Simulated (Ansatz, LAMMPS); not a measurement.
**Electronic structure of aqueous K+ and HSO4-, 6.0 mol of salt per kg of water at 300 K (173 atoms)**

Aim: energy, forces, charges and density of states of aqueous K+ and HSO4-, 6.0 mol of salt per kg of water at 300 K (173 atoms) at a fixed geometry.

Program: Ansatz 0.2.0. Level of theory: Kohn-Sham DFT, r2SCAN+D4, PAW (set soft_2), plane waves. Results are calculated unless marked as measured.

### 1. The structure

The cell holds 173 atoms: 66 O, 5 S, 97 H and 5 K. Cell: a = 12.060 Å, b = 12.060 Å, c = 12.060 Å, α = 90.0°, β = 90.0°, γ = 90.0°. 46 H2O, 5 K+, 5 HSO4- placed at random, at 1.43 g/cm³; overlaps pushed apart, then 10 ps at 420 K with Joung-Cheatham ions (J. Phys. Chem. B 112, 9020 (2008)); MMFF94 bonds, angles, torsions, charges and radii (Halgren, J. Comput. Chem. 17, 490 (1996)) in harmonic and 12-6 forms; SPC/E water (Berendsen, Grigera and Straatsma, J. Phys. Chem. 91, 6269 (1987)); charges of ions scaled by 0.85. Snapshot after 20 ps at 300 K and fixed volume.

Before any run, some limits are plain. The network of contacts between molecules at the start is that of the classical potential that made the cell, and needn't be the one that DFT or experiment would give. The concentration wasn't checked against solubility and may exceed it. The density was typed from a rule of thumb and may lie off the real one at this temperature. The Brillouin zone is sampled at Γ only, in a cell whose shortest periodic width is 12 Å.

### 2. How the cell was made

A classical potential makes the cell, at a small fraction of what the same run would cost in DFT.

This step: classical MD, Joung-Cheatham ions (J. Phys. Chem. B 112, 9020 (2008)); MMFF94 bonds, angles, torsions, charges and radii (Halgren, J. Comput. Chem. 17, 490 (1996)) in harmonic and 12-6 forms; SPC/E water (Berendsen, Grigera and Straatsma, J. Phys. Chem. 91, 6269 (1987)); charges of ions scaled by 0.85 (LAMMPS 22 Jul 2025 - Update 4).

Input file in.lmp:

```
# aqueous K+ and HSO4-, 6.0 mol of salt per kg of water
units real
atom_style full
boundary p p p
bond_style harmonic
angle_style harmonic
dihedral_style opls
improper_style harmonic
special_bonds lj 0 0 0.5 coul 0 0 0.75
read_data data.lmp
neigh_modify delay 0 every 1 check yes one 4000
comm_modify cutoff 12.0
timestep 0.5
thermo_style custom step time temp pe press density
thermo_modify norm yes
# push overlapping molecules apart
pair_style soft 2.6
pair_coeff * * 0.0
variable a equal ramp(1,60)
fix ad all adapt 1 pair soft a * * v_a
velocity all create 420 839833 mom yes dist gaussian
fix lim all nve/limit 0.03
fix lan all langevin 420 420 50 839834 zero yes
thermo 1000
run 3000 post no
unfix ad
pair_style lj/cut/coul/long 9.0
pair_modify mix arithmetic tail yes
pair_coeff 1 1 0.0763 3.0430   # O
pair_coeff 2 2 0.2681 3.4180   # S
pair_coeff 3 3 0.0763 3.0960   # O
pair_coeff 4 4 0.0100 1.2000   # H
pair_coeff 5 5 0.1553 3.1660   # O
pair_coeff 6 6 0.0000 1.0000   # H
# [... 20 lines left out ...]
compute msd all msd com yes
thermo 5000
fix md all nvt temp 300 300 100
run 20000 post no
print "== T300: mean square displacement over the hold $(c_msd[4]:%.2f) A^2"
unfix md
uncompute msd
write_dump all custom T300.dump id type xs ys zs modify sort id
```

Command:

```bash
$ lmp -in in.lmp -log none -nocite
```

The program printed:

```text
LAMMPS (22 Jul 2025 - Update 4)
Reading data file ...
  orthogonal box = (0 0 0) to (12.06008 12.06008 12.06008)
  173 atoms
  orthogonal box = (0 0 0) to (12.06008 12.06008 12.06008)
  117 bonds
  81 angles
  15 dihedrals
   Step          Time           Temp          PotEng         Press         Density
         0   0              420            0.65653119     10027.999      1.4289994
      1000   500            402.93971      1.2666069      33010.684      1.4289994
      2000   1000           390.63611      1.2462816      45013.957      1.4289994
      3000   1500           420.66929      1.2148977      50233.939      1.4289994
Loop time of 0.190006 s on 1 MPI rank(s) for 3000 steps with 173 atoms
PPPM initialization ...
WARNING: System is not charge neutral, net charge = -0.0003
  G vector (1/distance) = 0.30645913
  grid = 8 8 8
  estimated relative force accuracy = 6.1769279e-05
   Step          Time           Temp          PotEng         Press         Density
      3000   1500           420.66929     -3.5997971      39857.346      1.4289994
      3100   1550           420.66929     -9.1109887     -345.50446      1.4289994
      3200   1600           420.66929     -9.3525556      807.6033       1.4289994
      3300   1650           420.66929     -9.4823289      1728.6305      1.4289994
[... 3 lines left out ...]
  Energy initial, next-to-last, final =
     -3.59979714023411  -9.48204490892414  -9.48232889990313
  Force two-norm initial, final = 794.28312 13.484848
  Iterations, force evaluations = 300 599
   Step          Time           Temp          PotEng         Press         Density
         0   0              420           -9.4823289      1719.688       1.4289994
      1000   500            401.98773     -8.1896548      2233.6505      1.4289994
      2000   1000           411.02948     -8.2023157     -3882.8957      1.4289994
Loop time of 1.10556 s on 1 MPI rank(s) for 2000 steps with 173 atoms
   Step          Time           Temp          PotEng         Press         Density
      2000   1000           561.08786     -8.67408        15963.19       1.4289994
[... 5 lines left out ...]
Loop time of 5.99256 s on 1 MPI rank(s) for 10000 steps with 173 atoms
   Step          Time           Temp          PotEng         Press         Density
[... 4 lines left out ...]
Loop time of 2.96017 s on 1 MPI rank(s) for 5000 steps with 173 atoms
   Step          Time           Temp          PotEng         Press         Density
[... 2 lines left out ...]
     25000   24000          292.53609     -8.675446       2332.4951      1.4289994
     30000   29000          307.19647     -8.7270073      7205.5414      1.4289994
     35000   34000          294.34129     -8.7653558      6310.2793      1.4289994
     37000   36000          297.65476     -8.7395582      6147.7367      1.4289994
Loop time of 11.5094 s on 1 MPI rank(s) for 20000 steps with 173 atoms
== T300: mean square displacement over the hold 17.24 A^2
```

It took 22 s on 1 thread of Arm Neoverse V2, shared host; peak memory 0.13 GiB.

The input also reads data.lmp (atoms, bonds and types; not printed here).

### 3. Plane-wave single point

The electrons are solved once, with the atoms held.

Input file input.yaml:

```yaml
crystal:
  lattice:
    - [12.06008, 0.0, 0.0]
    - [0.0, 12.06008, 0.0]
    - [0.0, 0.0, 12.06008]
  atoms:
    - { symbol: O, position: [0.85331, 0.56005, 0.81435] }
    - { symbol: S, position: [0.84078, 0.69145, 0.8182] }
    - { symbol: O, position: [0.9106, 0.73301, 0.73305] }
    - { symbol: O, position: [0.7267, 0.70673, 0.79733] }
    - { symbol: O, position: [0.8739, 0.70791, 0.93205] }
    - { symbol: H, position: [0.9191, 0.53177, 0.85123] }
    - { symbol: O, position: [0.53093, 0.60834, 0.70843] }
    - { symbol: S, position: [0.55117, 0.64129, 0.57758] }
    - { symbol: O, position: [0.55749, 0.75924, 0.58446] }
    - { symbol: O, position: [0.6548, 0.58615, 0.55652] }
    - { symbol: O, position: [0.45563, 0.59551, 0.51991] }
    - { symbol: H, position: [0.58986, 0.64539, 0.7485] }
    - { symbol: O, position: [0.86714, 0.1973, 0.15384] }
    - { symbol: S, position: [0.93951, 0.19876, 0.04382] }
    - { symbol: O, position: [0.90519, 0.10366, 0.98314] }
    - { symbol: O, position: [0.90588, 0.29976, 0.99193] }
    - { symbol: O, position: [0.05344, 0.18603, 0.08349] }
    - { symbol: H, position: [0.92057, 0.20447, 0.21932] }
    - { symbol: O, position: [0.07942, 0.24913, 0.51751] }
    - { symbol: S, position: [0.10765, 0.23039, 0.39046] }
    - { symbol: O, position: [0.18865, 0.3164, 0.36997] }
    - { symbol: O, position: [0.14894, 0.1179, 0.38484] }
    - { symbol: O, position: [0.00629, 0.24627, 0.33192] }
    - { symbol: H, position: [0.00814, 0.20873, 0.53558] }
    - { symbol: O, position: [0.46196, 0.2365, 0.84195] }
    - { symbol: S, position: [0.58829, 0.24764, 0.87252] }
    - { symbol: O, position: [0.64502, 0.1839, 0.78742] }
    - { symbol: O, position: [0.61914, 0.36277, 0.86764] }
    - { symbol: O, position: [0.59127, 0.19916, 0.97999] }
    - { symbol: H, position: [0.44817, 0.1677, 0.80357] }
    - { symbol: O, position: [0.08382, 0.6924, 0.60646] }
    - { symbol: H, position: [0.15508, 0.68261, 0.64772] }
    [... 135 atom lines left out ...]
    - { symbol: H, position: [0.46926, 0.26624, 0.05534] }
    - { symbol: K, position: [0.63065, 0.18133, 0.20699] }
    - { symbol: K, position: [0.74103, 0.40895, 0.70596] }
    - { symbol: K, position: [0.67303, 0.83851, 0.98356] }
    - { symbol: K, position: [0.10423, 0.45847, 0.70319] }
    - { symbol: K, position: [0.74145, 0.85505, 0.62104] }
kpoints:
  mp_grid: { grid: [1, 1, 1] }
hamiltonian:
  xc: r2scan
  dispersion: d4
scf:
  occupations: { method: fixed }
output:
  forces: true
  stress: true
  populations: true
  dos:
    method: { smearing: { sigma: 0.1 } }
    de: 0.1
    projected: { site_lists: { H: [H], K: [K], O: [O], S: [S] } }
  eigenvalues: true
  write_density: true
  write_potential: true
  volumetric_format: npy
```

Command:

```bash
$ ansatz run input.yaml --threads 8 --pin off --max-ram 15872MiB --backend cpu --events-out ev --progress --plain --runs-dir out
```

The program printed:

```text
Engine: ansatz 0.2.0, aarch64-unknown-linux-gnu
Pseudopotentials: kind: paw
Pseudopotential: O, paw, valence charge 6, recommended cutoff 500 eV (meta_gga), O.paw.azcp
Pseudopotential: S, paw, valence charge 6, recommended cutoff 500 eV (meta_gga), S.paw.azcp
Pseudopotential: H, paw, valence charge 1, recommended cutoff 500 eV (meta_gga), H.paw.azcp
Pseudopotential: K, paw, valence charge 9, recommended cutoff 500 eV (meta_gga), K.paw.azcp
[... 6 lines on functional and potentials left out ...]
Crystal: 173 atoms, lattice volume = 1754.085 Å³
Basis set: ecut = 500 eV, 44395 PW (Γ), exchange–correlation on 360×360×360 points (64 copies of the dense FFT grid, shifted against one another)
Bands: 457, of which v1, the nominal top of the filled ones, is band 284 counted from 1 (283 counted from 0)
Symmetry: 1 space group operations
Space group: P1 (ITA 1), of the structure as read, at distance tolerance 1.2e-4 Å
k-points: 1
[... 12 lines on functional and potentials left out ...]
Initial density: superposition of atomic densities (neutral atoms: chi_scale 0, normalization atom), corrected by the library's trained network
Initial wavefunctions: pseudopotential atomic-orbital guess
Functional: x = r2scan, c = r2scan; τ floored in thin density (d = 2e-4 eV/Å³)
SCF iter   1: F=—  HF=-51334.769129 eV  |F-HF|=—  |Δ(HF+E_count)|=         —  Δρ=6.93e-3  dr2=9.55e-1  dr2_τ=9.32e0  ethr=1.77e-3  ⟨swp⟩=5.0  Hψ=1788  notcnv=0  defer=170
preconditioner: auto → Resta (q_TF=auto, 2.261 Å⁻¹)  ε∞=2.2  [insulator: Δε(μ)=4.898 eV  Ē_g=18.595 eV  n_scr=340 (ndim 8)  ℏωp=20.8 eV  f_vac=0.222  ε∞_Penn≈2.2]
SCF iter   2: F=—  HF=-51333.028798 eV  |F-HF|=—  |Δ(HF+E_count)|=    1.74e0  Δρ=3.86e-3  dr2=1.19e-1  dr2_τ=3.02e-2  ethr=1.68e-4  ⟨swp⟩=3.0  Hψ=814  notcnv=0  defer=171
SCF iter   3: F=—  HF=-51332.999845 eV  |F-HF|=—  |Δ(HF+E_count)|=   2.90e-2  Δρ=1.45e-3  dr2=2.78e-2  dr2_τ=2.26e-3  ethr=2.10e-5  ⟨swp⟩=3.0  Hψ=559  notcnv=0  defer=171
SCF iter   4: F=—  HF=-51333.009037 eV  |F-HF|=—  |Δ(HF+E_count)|=   9.19e-3  Δρ=3.24e-4  dr2=1.68e-3  dr2_τ=2.65e-4  ethr=4.90e-6  ⟨swp⟩=3.0  Hψ=571  notcnv=0  defer=171
SCF iter   5: F=—  HF=-51333.009440 eV  |F-HF|=—  |Δ(HF+E_count)|=   4.03e-4  Δρ=1.73e-4  dr2=4.46e-4  dr2_τ=6.35e-5  ethr=2.95e-7  ⟨swp⟩=3.0  Hψ=573  notcnv=0  defer=171
SCF iter   6: F=—  HF=-51333.009498 eV  |F-HF|=—  |Δ(HF+E_count)|=   5.78e-5  Δρ=5.47e-5  dr2=5.19e-5  dr2_τ=6.43e-6  ethr=7.86e-8  ⟨swp⟩=2.0  Hψ=566  notcnv=0  defer=169
SCF iter   7: F=—  HF=-51333.010054 eV  |F-HF|=—  |Δ(HF+E_count)|=   5.56e-4  Δρ=1.88e-5  dr2=5.71e-6  dr2_τ=7.03e-7  ethr=9.14e-9  ⟨swp⟩=2.0  Hψ=734  notcnv=0  defer=166
SCF iter   8: F=—  HF=-51333.010058 eV  |F-HF|=—  |Δ(HF+E_count)|=   4.61e-6  Δρ=7.97e-6  dr2=1.00e-6  dr2_τ=1.42e-7  ethr=1.01e-9  ⟨swp⟩=3.0  Hψ=568  notcnv=0  defer=166
SCF iter   9: F=-51333.010059 eV  HF=-51333.010059 eV  |F-HF|=1.35e-7  |Δ(HF+E_count)|=   8.03e-7  Δρ=1.87e-6  dr2=7.25e-8  dr2_τ=5.89e-9  ethr=1.76e-11  ⟨swp⟩=23.0  Hψ=4991  notcnv=0
SCF 1 converged in 9 iterations: F = -51333.010059 eV  dr2 = 7.25e-8
  greatest PAW one-centre occupation: 0.989 electrons in one spin orbital (limit 2), on the K atom at site 169 (counted from 0), in its partial waves of l = 0
SCF converged after 9 iterations
Free energy (F): -51333.010059 eV
Harris-Foulkes:  -51333.010059 eV  (|F-HF|=1.35e-7)
Internal energy: -51333.010059 eV  (E = F + TS)
E sigma→0 (E₀):  -51333.010059 eV
Fermi energy:    -0.957456 eV
--- Per-component energies (eV) ---
  E_band       = -5459.003027
  E_kinetic    = 14837.305167
  E_local      = -44364.584371  (includes V_loc(G=0)·N_el)
  E_nonlocal   = 3495.692290
  E_hartree    = 16131.929083
  E_xc         = -6803.609686
  E_vxc        = -9625.734438  (∫ρ·V_xc dr)
  E_paw        = -17637.851161  (= ΣΔE_a)
  E_vpaw       = -2710.287653  (= ΣTr[D̂ρ^β])
  E_aug_tail   = 0.027721  (compensation charges beyond the density's cutoff)
  E_vtau       = 644.732041  (kinetic-family band-sum trace: ∫τ·v_τ [+ j·A + Jᵃ·Aᵃ] dr)
  E_ewald      = -16984.705363
  E_disp       = -3.575879  (pairwise vdW)
  E_core_change = -3.637860  (= ΣΔE_core)
  E_smearing   = -0.000000  (= −TS)
  E_closure    = -0.000000  (closes the sum)
  Σ components = -51333.010059   (vs F -51333.010059, Δ=0.00e0)
--- Forces (eV/Å), atoms counted from 1 ---
  atom   1  O     -0.71774370    -0.90685971    -1.41331160
  atom   2  S      1.50550273    -3.50336041     3.67329209
  atom   3  O      1.07134154     1.39807331    -1.60229150
  atom   4  O     -2.78186369     0.96109206    -0.85440863
  atom   5  O      0.17440586     1.88111686     0.02106468
  atom   6  H      0.55199811     0.32405838     0.47550061
  atom   7  O     -0.86421091    -0.36472792    -0.87328107
  atom   8  S     -0.35799676    -1.60974514     2.78412814
  atom   9  O     -0.38552912     1.77780370    -0.95922528
  atom  10  O      0.13563104    -0.30721342    -1.06576619
  atom  11  O      0.64008972     0.26269330     1.09680073
  atom  12  H      0.23488842     0.02063443     0.24465789
  atom  13  O      1.46075248     0.23781440     1.57166037
  atom  14  S     -0.70779719    -1.44095165     1.91349117
[...]
atom 172  K      0.14585673    -0.12903706    -0.50161447
  atom 173  K      0.25159162     0.50027119     0.10644128
  max |Σ_I F_I| component: 3.36e-4 eV/Å
--- Stress (GPa, compression-positive) ---
       -1.646259       0.153791      -0.685785
        0.153790      -2.581800      -0.134106
       -0.685785      -0.134103      -1.866404
  P = ⅓ Tr σ = -2.0315 GPa (-20.315 kbar)
--- Band table (eV) ---
  k-point 0: bands = ["-29.6725", "-29.6084", "-29.5485", "-29.5141", [... 441 levels ...], "12.2541", "12.3393", "12.3452", "12.3785", "12.4061", "12.4385", "12.4851", "12.5374", "12.5419", "12.5938", "12.6234", "12.6520"]
--- Löwdin populations: 173 sites ---
  site symbol       q [e]
     0      O      6.7335
     1      S      3.4095
     2      O      6.7679
[...]
172      K      8.1589
  spilling = 0.012493 (of n_electrons = 568.000000)
```

Wall time 39 s (8 threads of Arm Neoverse V2, shared host); peak memory 5 GiB.

In the SCF lines HF is the Harris–Foulkes energy and dr2 the Hartree energy of the density residual, in eV; the loop may stop once dr2 is under the threshold and the program's other checks hold. Hψ counts applications of the Hamiltonian.

Numbers from this run:

```
free energy                                      : -51333.0101 eV
free energy per atom                             : -296.7226 eV/atom
SCF cycles                                       : 9
pressure                                         : -2.031 GPa
r.m.s. force component                           : 0.8234 eV/Å
longest force                                    : 5.295 eV/Å
Fermi energy                                     : -0.9575 eV
gap (highest filled to lowest empty level) : 4.732 eV
spilling of the projection                       : 0.01249
```

Length of the force by element:

| element | coordination | atoms | mean length of the force (eV/Å) | spread | least | most |
| --- | --- | --- | --- | --- | --- | --- |
| H | all | 97 | 1.39 | 0.327 | 0.340 | 2.06 |
| K | all | 5 | 0.558 | 0.103 | 0.422 | 0.739 |
| O | all | 66 | 1.10 | 0.554 | 0.290 | 3.06 |
| S | all | 5 | 3.03 | 1.22 | 1.80 | 5.29 |

Löwdin charges by element (they lack the spilled electrons, 0.041 e an atom on average):

| element | coordination | atoms | mean charge (e) | spread | least | most |
| --- | --- | --- | --- | --- | --- | --- |
| H | all | 97 | 0.395 | 0.011 | 0.368 | 0.423 |
| K | all | 5 | 0.847 | 0.0058 | 0.840 | 0.855 |
| O | all | 66 | -0.733 | 0.0391 | -0.817 | -0.655 |
| S | all | 5 | 2.58 | 0.0137 | 2.55 | 2.59 |

States in the cell by windows of 1 eV, zero at the Fermi level; the larger projections on atomic orbitals stand beside the total:

| from (eV) | to (eV) | total | O p | H s |
| --- | --- | --- | --- | --- |
| -10 | -9 | 2.0 | 1.2 | 0.3 |
| -9 | -8 | 15.8 | 10.0 | 2.9 |
| -8 | -7 | 47.2 | 32.0 | 11.9 |
| -7 | -6 | 48.2 | 33.2 | 10.5 |
| -6 | -5 | 15.0 | 10.8 | 1.7 |
| -5 | -4 | 33.3 | 27.3 | 2.5 |
| -4 | -3 | 55.6 | 48.4 | 2.5 |
| -3 | -2 | 52.4 | 47.4 | 1.3 |
| -2 | -1 | 72.1 | 70.4 | 0.3 |
| -1 | 0 | 43.8 | 43.1 | 0.1 |
| 0 | 1 | 0.6 | 0.6 | 0.0 |
| 1 | 4 | 0.0 | 0.0 | 0.0 |
| 4 | 5 | 2.0 | 0.1 | 0.9 |

With fixed occupations the program's Fermi level is the highest filled level; weight inside the gap is the broadening of levels at its edges.

Between -26 and -10 eV lie 172 more states.

The levels nearest the highest filled one (over half full), pooled over k-points and spins:

| level less the highest filled one (eV) | occupation |
| --- | --- |
| -0.555 | 2 |
| -0.552 | 2 |
| -0.406 | 2 |
| -0.365 | 2 |
| -0.334 | 2 |
| 0 | 2 |
| 4.73 | 0 |
| 5.81 | 0 |
| 6.02 | 0 |
| 6.23 | 0 |
| 6.29 | 0 |
| 6.42 | 0 |

Electrostatic potential energy in the ac plane at fractional y = 0.196, with atoms of O and S and H and K within 0.2 Å of it. With pseudopotentials it is smooth inside the atoms' cores, unlike the true potential.

Ten even steps from '0' (-41 eV) to '9' (7 eV), each cell a mean:
```
8999889999999999996001799999987556
9999999999999999997325899999999989
9999999999999997776214789999999999
9999999999999962266323589999999999
9999999999999972478730039999999888
9999998668999988899961149999999878
9999994017999999999998899999999999
9999983127999999999999999999999999
9999960389999987899999999999999999
8999986799999830279999999999999999
2678999999999952389999999999999986
3556899999999999999999999999999987
8876788999999999999999999999999998
8731147999999999999999999999999999
8610026899999889988999999999999999
5642258999998426998999999999999997
6787789999998436999988889999999998
9999999999997689998753468999998788
9999999999998889998500037999874048
9999999999999999998510037998300378
8668999999999889999865678998200378
2003899999998669999999999999742113
1114889999999999999989999999861010
5788889999999999998314899999972000
```
Columns run along a (12.1 Å; values clipped at the 3rd and 97th percentile), rows up along c (12.1 Å). Atoms in or near the plane, at fractional coordinates: O at (0.87, 0.15), S at (0.94, 0.04), O at (0.05, 0.08), H at (0.92, 0.22), H at (0.01, 0.54), O at (0.65, 0.79), O at (0.59, 0.98), H at (0.19, 0.63), K at (0.63, 0.21).

Valence density in the ac plane at fractional y = 0.196, with atoms of O and S and H and K within 0.2 Å of it. It is the smooth field of the valence electrons, not physical close to the nuclei.

Ten steps, logarithmic in the rise over the least value, from '0' (0.0 e/Å³) to '9' (6.6 e/Å³), each cell a mean:
```
2212222210000000136998620000134444
1001244321000012235787420000012221
0001244321000246655565421000000000
0000122210001368765567653100000000
0000012221001257754579984200001121
0000125664200134322368974200001222
0000247886310011100135542000001111
0000247885310112210011110000012221
1000246653111356531000100000123442
2222223321002479853100000000123443
5555421000002478752100000000012233
5666521000001234421000000000000113
3455432100000011111100000000000001
2355654210001111112111000000000011
4556664210123454333211000000000124
6655554210135786422111000000000135
6543322100125776321123210000000135
3321100000024543111467652000112333
1100000000012321012688874112456642
2221000000012221112578863124799742
5665210000024554211356541125899744
7998421000135664211122110013567656
7897421100123443212444210001245546
5554221100011221135887520000245555
```
Columns run along a (12.1 Å), rows up along c (12.1 Å). Atoms in or near the plane, at fractional coordinates: O at (0.87, 0.15), S at (0.94, 0.04), O at (0.05, 0.08), H at (0.92, 0.22), H at (0.01, 0.54), O at (0.65, 0.79), O at (0.59, 0.98), H at (0.19, 0.63), K at (0.63, 0.21).

Mean Löwdin charges: H +0.40, K +0.85, O -0.73, S +2.58 e (they miss 1.2 % of the electrons, so they add up to more than the cell's charge). The largest share in the top eV of filled states is O p (99 % of the projected weight), and in the lowest eV of empty states H s (50 % of the projected weight).

[end of part 1 of 2]

[Logs are printed without paths, hosts, clocks, repeated set-up lines and the standing remarks that a program may print on its own settings, such as how far it seeks lower states.]

[Hosts, paths, dates, database ids (printed as entryN), source tags and the programs' standing remarks are cut or masked in the printed files.]

[The MMFF94 radii named for the starting cell were scaled by 0.96; in molecules described by MMFF94, hydrogen bound to N, O or S took a small fixed 12-6 site in their place.]
